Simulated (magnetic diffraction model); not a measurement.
# DyVCo4: what an assumed order does to the neutron pattern

Space group Cmmm (no. 65), a = 4.9560 Å, b = 8.2770 Å, c = 3.9440 Å.

```csv
site,atom,x,y,z
2b,Dy,1/2,0,0
4f,Co,1/4,3/4,1/2
4i,Co,1/2,0.6763,0
2d,V,0,0,1/2
```

The compound is invented for this exercise: a known structure type with other elements, its cell scaled to their sizes and not relaxed.

Only Dy and Co are taken to order (form factors of Dy3+ and Co2+); orders and moment sizes are assumed, and not adapted to the symmetry. Radiation: neutrons of λ = 2.0775 Å (absorption by Dy left out), 1.5° to 80°; isotropic B of 0.32 Å² (Dy), 0.34 Å² (Co) and 0.47 Å² (V). The intensities are simulated: I ∝ L Σ (|F_N|² + |F_M⊥|²) for unpolarised neutrons, with F_M = 2.695 fm/μB × Σ f(s) S exp(2πi Q·r) exp(−B s²) at Q = H ± k (one set where k and −k are equivalent), only the part normal to Q counting and L = 1/(sin²θ cos θ). For a modulated order the moment at position r is S exp(−2πi k·r) + c.c., with S = m/2 for a sine wave of amplitude m and S = m(u + iv)/2 for moments turning in a plane, u and v being orthogonal unit vectors in it; the phase factor of the sum at Q = H + k is then exp(2πi H·r). Form factors are spin-only for 3d ions and dipole or tabulated for f ions, scattering lengths are Sears's of 1992, and absorption is left out. A label names one of the reflections at its angle. The strongest nuclear line in the range is 100, and lines under 0.2 are left out.

Assume the order k = (0 0 1/3), a sine wave with moments along [010] (amplitudes given), 6 μB on Dy and 2.14 μB on Co; signs + at (1/2, 0, 0), + at (1/4, 3/4, 1/2), + at (1/4, 1/4, 1/2), − at (1/2, 0.6763, 0), − at (1/2, 0.3237, 0).

Predict the pattern, nuclear and magnetic parts apart.

```tsv
2θ (°)	index	nuclear	magnetic
10.07	(0 0 1/3)	0.0	104.3
20.23	(0 0 2/3)	0.0	3.6
28.28	(1 1 0)	96.8	0.0
29.07	(0 2 0)	14.8	0.0
30.09	(1 1 1/3)	0.0	55.6
30.54	(0 0 1)	55.1	0.0
30.84	(0 2 1/3)	0.0	1.2
35.02	(1 1 2/3)	0.0	42.5
35.67	(0 2 2/3)	0.0	20.3
41.12	(0 0 4/3)	0.0	0.4
42.11	(1 1 1)	83.0	0.0
42.67	(0 2 1)	73.6	0.0
49.57	(2 0 0)	20.8	0.0
50.65	(1 1 4/3)	0.0	19.5
50.72	(2 0 1/3)	0.0	0.2
51.05	(1 3 0)	71.2	0.0
51.14	(0 2 4/3)	0.0	16.4
52.08	(0 0 5/3)	0.0	3.1
52.18	(1 3 1/3)	0.0	0.6
54.06	(2 0 2/3)	0.0	5.7
55.46	(1 3 2/3)	0.0	0.7
58.50	(2 2 0)	39.6	0.0
59.35	(2 0 1)	83.7	0.0
59.53	(2 2 1/3)	0.0	24.3
60.26	(0 4 0)	22.3	0.0
60.31	(1 1 5/3)	0.0	12.8
60.66	(1 3 1)	100.0	0.0
60.75	(0 2 5/3)	0.0	1.9
61.28	(0 4 1/3)	0.0	0.4
62.55	(2 2 2/3)	0.0	3.7
63.57	(0 0 2)	35.5	0.0
66.30	(2 0 4/3)	0.0	3.5
67.43	(2 2 1)	16.1	0.0
67.54	(1 3 4/3)	0.0	0.8
69.07	(0 4 1)	10.7	0.0
70.99	(1 1 2)	39.2	0.0
71.39	(0 2 2)	6.3	0.0
73.98	(2 2 4/3)	0.0	2.8
75.56	(0 4 4/3)	0.0	0.3
75.84	(0 0 7/3)	0.0	1.3
75.92	(1 3 5/3)	0.0	0.8
79.76	(3 1 0)	16.9	0.0
```

The strongest magnetic line in the range is (0 0 1/3) at 10.07° (104.3). On top of the Lorentz factor, which all lines share, magnetic lines fade with angle because f falls: for Dy3+ it is 0.96, 0.84, 0.69 and 0.41 at sin θ/λ = 0.1, 0.2, 0.3 and 0.5 Å⁻¹, while nuclear lengths stay constant. The order has no net moment.

[Logs are printed without paths, hosts, clocks, repeated set-up lines and the standing remarks that a program may print on its own settings, such as how far it seeks lower states.]
